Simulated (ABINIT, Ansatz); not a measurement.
# A GW chain in ABINIT: Li3OCl (Pm-3m), part 3 of 3

Wanted: ground state, empty states, screening and self-energy for Li3OCl (Pm-3m).

ABINIT 10.8.3; PBEsol and many-body steps on it, plane waves. Known limits of the many-body steps: not at the basis limit; coarse k mesh.

So far. Step 4 (Empty states on the mesh, 4×4×4 mesh, 154 bands): On this mesh the gap is 4.610 eV. Step 5 (Screening, 4×4×4 mesh, 146 bands, screening to 176.9 eV): Local fields lower ε∞ by 12 %. On a Γ-centred mesh this coarse the value itself is usually too large, while a short band sum pulls it down.

## Step 6: Self-energy, 4×4×4 mesh, 146 bands, screening to 176.9 eV

The self-energy is evaluated for the states that the input lists, and the levels follow from it, in one-shot runs by the linearised quasiparticle equation.

This step: G0W0 on PBEsol, plane waves, norm-conserving pseudopotentials.

File run.abi:

```
acell 3*1.0 Angstrom
rprim 
  3.908337000000 0.000000000000 0.000000000000
  0.000000000000 3.908337000000 0.000000000000
  0.000000000000 0.000000000000 3.908337000000
ntypat 3
znucl 3 17 8
natom 5
typat 1 1 1 2 3
xred 
  0.000000000000 0.500000000000 0.500000000000
  0.500000000000 0.000000000000 0.500000000000
  0.500000000000 0.500000000000 0.000000000000
  0.000000000000 0.000000000000 0.000000000000
  0.500000000000 0.500000000000 0.500000000000
pp_dirpath "pseudos"
pseudos "Li.upf, Cl.upf, O.upf"
ecut 36
ngkpt 4 4 4
nshiftk 1
shiftk 0 0 0
kptopt 1
chksymbreak 0
istwfk *1
occopt 1
irdwfk 1
optdriver 4
nband 146
gwcalctyp 0
ecutsigx 36
symsigma 1
nkptgw 2
kptgw 
  0.5000000000 0.5000000000 0.0000000000
  0.0000000000 0.0000000000 0.0000000000
bdgw 
  10 13
  9 14
ecuteps 6.5
irdscr 1
ppmodel 1
indata_prefix "in"
outdata_prefix "out"
tmpdata_prefix "tmp"
```

Launch:

```console
$ OMP_NUM_THREADS=1 mpirun -n 4 abinit run.abi > log
```

Numbers of over 12 decimals in the logs are rounded to 6 here.

The log of the run:

```text
.Version 10.8.3 of ABINIT. v10.8.2 released Aug 2026.

 Symmetries : space group Pm -3 m (#221); Bravais cP (primitive cubic)
[... echo of the input left out ...]
== DATASET  1 ==================================================================
-   mpi_nproc: 4, omp_nthreads: 1 (-1 if OMP is not activated)

--- !DatasetInfo
iteration_state: {dtset: 1, }
dimensions: {natom: 5, nkpt: 10, mband: 146, nsppol: 1, nspinor: 1, nspden: 1, mpw: 4224, }
cutoff_energies: {ecut:  36.0, pawecutdg:  -1.0, }
electrons: {nelect:   2.20000000E+01, charge:   0.00000000E+00, occopt:   1.00000000E+00, tsmear:   1.00000000E-02, }

 SIGMA: Calculation of the GW corrections

 Based on a program developped by R.W. Godby, V. Olevano, G. Onida, and L. Reining.
 Incorporated in ABINIT by V. Olevano, G.-M. Rignanese, and M. Torrent.
.Using double precision arithmetic ; gwpc =  8

[... cell and pseudopotentials left out ...]
--------------------------------------------------------------------------------

 ==== K-mesh for the wavefunctions ====
 Number of points in the irreducible wedge :    10
[... list of points left out ...]
 Together with 48 symmetry operations and time-reversal symmetry
 yields    64 points in the full Brillouin Zone.

 ==== Q-mesh for screening function ====
 Number of points in the irreducible wedge :    10
[... list of points left out ...]
 Together with 48 symmetry operations and time-reversal symmetry
 yields    64 points in the full Brillouin Zone.

 vcoul_init : cutoff-mode = AUXILIARY_FUNCTION
 q-points for optical limit:   1
     1)      0.000010    0.000020    0.000030
 setmesh: FFT mesh size selected  =    40x   40x   40
          total number of points  =        64000

 Number of electrons calculated from density =   22.0000; Expected =   22.0000
 average of density, n =  0.054607
 r_s =    1.6351
 omega_plasma =   22.5414 [eV]

 === KS Band Gaps ===
  >>>> For spin  1
   Minimum direct gap =   4.7122 [eV], located at k-point      :   0.5000  0.5000  0.0000
   Fundamental gap    =   4.6105 [eV], Top of valence bands at :   0.5000  0.5000  0.0000
                                       Bottom of conduction at :   0.0000  0.0000  0.0000
 SIGMA fundamental parameters:
 PLASMON POLE MODEL  1
 number of plane-waves for SigmaX                 4139
 number of plane-waves for SigmaC and W            305
 number of plane-waves for wavefunctions          4139
 number of bands                                   146
 number of independent spin polarizations            1
 number of spinorial components                      1
 number of k-points in IBZ                          10
 number of q-points in IBZ                          10
 number of symmetry operations                      48
 number of k-points in BZ                           64
 number of q-points in BZ                           64
 number of frequencies for dSigma/dE                 9
 frequency step for dSigma/dE [eV]                0.25
 number of omega for Sigma on real axis              0
 max omega for Sigma on real axis  [eV]           0.00
 zcut for avoiding poles [eV]                     0.10

 EPSILON^-1 parameters (SCR file):
 dimension of the eps^-1 matrix on file            305
 dimension of the eps^-1 matrix used               305
 number of plane-waves for wavefunctions          4139
 number of bands                                   146
 number of q-points in IBZ                          10
 number of frequencies                               2
 number of real frequencies                          1
 number of imag frequencies                          1

 matrix elements of self-energy operator (all in [eV])

 Perturbative Calculation

--- !SelfEnergy_ee
iteration_state: {dtset: 1, }
kpoint     : [   0.500,    0.500,    0.000, ]
spin       : 1
KS_gap     :    4.712
QP_gap     :    6.933
Delta_QP_KS:    2.220
data: !SigmaeeData |
     Band     E0 <VxcDFT>   SigX SigC(E0)      Z dSigC/dE  Sig(E)    E-E0       E
       10   1.281 -18.122 -23.553   3.763   0.777  -0.287 -19.418  -1.296  -0.015
       11   1.281 -18.122 -23.553   3.763   0.777  -0.287 -19.418  -1.296  -0.015
       12   5.994  -8.285  -3.738  -3.458   0.848  -0.179  -7.361   0.924   6.918
       13   7.931  -9.949  -5.125  -3.490   0.841  -0.189  -8.827   1.122   9.053

--- !SelfEnergy_ee
iteration_state: {dtset: 1, }
kpoint     : [   0.000,    0.000,    0.000, ]
spin       : 1
KS_gap     :    5.114
QP_gap     :    7.377
Delta_QP_KS:    2.263
data: !SigmaeeData |
     Band     E0 <VxcDFT>   SigX SigC(E0)      Z dSigC/dE  Sig(E)    E-E0       E
        9   0.778 -17.306 -22.721   3.649   0.777  -0.287 -18.679  -1.373  -0.595
       10   0.778 -17.306 -22.721   3.649   0.777  -0.287 -18.679  -1.373  -0.595
       11   0.778 -17.306 -22.721   3.649   0.777  -0.287 -18.679  -1.373  -0.595
       12   5.892  -9.939  -5.408  -3.471   0.839  -0.191  -9.049   0.890   6.782
       13   8.154  -8.619  -3.889  -3.549   0.845  -0.184  -7.622   0.998   9.151
       14   8.154  -8.619  -3.889  -3.549   0.845  -0.184  -7.622   0.998   9.151

== END DATASET(S) ==============================================================
================================================================================

 -outvars: echo values of variables after computation  --------
           etotal      0.0000000000E+00
            nband         146
             nkpt          10
          spgroup         221
 [... the other variables as echoed above ...]

 Calculation completed.
```

The job ended after 40 s (4 MPI ranks of Intel Xeon Platinum 8259CL at 2.50GHz (Skylake/Cascade Lake), shared host; peak memory 1.4 GiB).

Numbers from this step:

```
G0W0 gap on the points computed              : 6.797 eV
starting gap on the mesh                     : 4.610 eV
k of the valence top                         : 0.5, 0.5, 0
k of the conduction bottom                   : 0, 0, 0
Z at the valence top                         : 0.777
Z at the conduction bottom                   : 0.839
least direct G0W0 gap on the computed points : 6.933 eV
```

The gap on the mesh goes from 4.61 eV to 6.80 eV, a correction of +2.19 eV.

Limits: finite bands, cutoff and mesh; coarse k mesh. v1 is the top filled band, c1 the lowest empty one. Levels before and after the correction, in eV, zero at the valence-band top of each column:

```csv
,conduction bottom,valence top
Kohn-Sham,4.61,0.00
G0W0,6.80,0.00
```

|  | level | energy (eV) |
| --- | --- | --- |
| Kohn-Sham | (0.5 0.5 0) v2-v1 | 0.000 |
| Kohn-Sham | (0.5 0.5 0) c1 | 4.712 |
| Kohn-Sham | (0.5 0.5 0) c2 | 6.649 |
| Kohn-Sham | Γ v3-v1 | -0.503 |
| Kohn-Sham | Γ c1 | 4.610 |
| Kohn-Sham | Γ c2-c3 | 6.872 |
| G0W0 | (0.5 0.5 0) v2-v1 | 0.000 |
| G0W0 | (0.5 0.5 0) c1 | 6.933 |
| G0W0 | (0.5 0.5 0) c2 | 9.068 |
| G0W0 | Γ v3-v1 | -0.580 |
| G0W0 | Γ c1 | 6.797 |
| G0W0 | Γ c2-c3 | 9.166 |

## Step 7: Where the time went

Times are wall times on 4 MPI ranks of Intel Xeon Platinum 8259CL at 2.50GHz (Skylake/Cascade Lake), shared host. The host was busy with other work, so they are no guide to cost.

```csv
step,time,share,memory (GiB)
ground state,28 s,7 %,0.39
bands along the symmetry lines,34 s,9 %,0.37
empty states on the mesh,3 min,45 %,4.0
screening,1.9 min,29 %,1.3
self-energy,40 s,10 %,1.4
```

## Step 8: Summary of results

* PBEsol gap: 4.61 eV, indirect
* G0W0 gap on the mesh: 6.80 eV
* GW settings: 4×4×4 mesh, 146 bands, screening to 176.9 eV, Godby-Needs plasmon pole
* known limits: not at the basis limit; coarse k mesh

G0W0 moves the gap on the mesh from 4.61 eV to 6.80 eV (+2.19 eV), with Z of 0.78 and 0.84 at the edges. Local fields lower the RPA ε∞ on this mesh from 3.41 to 3.01; a Γ-centred mesh this coarse tends to raise both, most where the direct gap is narrow, while a short band sum lowers them. Only 2 of the mesh's irreducible points were corrected, so a valley elsewhere could overtake. The dearest step here is «empty states on the mesh». Bands and cutoff are finite, so the gap is not at the basis limit. The miss can reach some tenths of an eV and take either sign; the mesh is an error of its own. In the G0W0 run levels were corrected at 2 k points alone, so a gap called «on the mesh» is the least over those, and an edge elsewhere would be missed. The 4×4×4 mesh is coarse for this cell, which bears on the long-range parts of exchange and screening.

[Paths, hosts, dates, memory and timing lines, banners, echoed tables and standing remarks are left out of the program output.]

[Logs are printed without paths, hosts, clocks, repeated set-up lines and the standing remarks that a program may print on its own settings, such as how far it seeks lower states.]

[Runs of the session that timed out or met a known fault of the program may be left out.]

[Hosts, paths, dates, database ids (printed as entryN), source tags and the programs' standing remarks are cut or masked in the printed files.]

[G0W0 gaps are taken among the corrected bands and points alone; a level outside them can change the order at an edge.]

[Where Ansatz stands beside ABINIT at settings called matched, ABINIT's density can come from a denser mesh and the files from another edition; pairs whose starting gaps differed by over 0.03 eV were left out, so agreement reads better than it is.]
